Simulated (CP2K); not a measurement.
Consider aminoacetonitrile at its PBE geometry (Å).

```xyz
8

N     2.4380   -0.7003   -0.0578
C     1.3867   -0.2014   -0.0223
C     0.0724    0.4431    0.0750
N    -1.0005   -0.4401   -0.4085
H     0.0946    1.3440   -0.5570
H    -0.0375    0.7904    1.1211
H    -1.0567   -1.2778    0.1739
H    -1.8970    0.0420   -0.3244
```

Method: CP2K XAS_TDP, all-electron GAPW, PBEh(45%), aug-cc-pVDZ, TDA, no relativity.

**Question.** Predict the bright core excitations at the C K edge.

Leading lines: C2 282.38 eV and C3 285.02 eV. The leading line of an atom is its first one with 35 % of the strongest within 2.5 eV of its lowest line over the strength cut. 

The first six lines of each atom with a strength over 0.0015:

| atom | energy (eV) | states | strength, one atom |
| --- | --- | --- | --- |
| C2 (bonded to C and N) | 282.38 | 1 | 0.0520 |
|  | 282.57 | 1 | 0.0569 |
|  | 285.09 | 1 | 0.0017 |
|  | 286.01 | 1 | 0.0032 |
|  | 287.26 | 1 | 0.0054 |
|  | 287.44 | 1 | 0.0021 |
| C3 (bonded to C, N and 2 H) | 285.02 | 1 | 0.0132 |
|  | 285.78 | 1 | 0.0149 |
|  | 286.08 | 1 | 0.0039 |
|  | 286.83 | 1 | 0.0068 |
|  | 287.11 | 1 | 0.0239 |
|  | 287.18 | 1 | 0.0022 |

Lines are vertical, at one geometry, with no vibrational structure. Without a correction of the core level, line positions, and the gaps between valence and Rydberg lines, follow the share of exact exchange. At this level such K lines come out 3 to 6 eV under measured ones. These values hold no scalar relativity, about 0.1 eV for C 1s. Rydberg lines, and the discretised continuum above threshold, depend on the basis and the box.

[Banner, clock and machine lines of the logs are left out without a mark of their own.]

[Logs are printed without paths, hosts, clocks, repeated set-up lines and the standing remarks that a program may print on its own settings, such as how far it seeks lower states.]

[Hosts, paths, dates, database ids (printed as entryN), source tags and the programs' standing remarks are cut or masked in the printed files.]
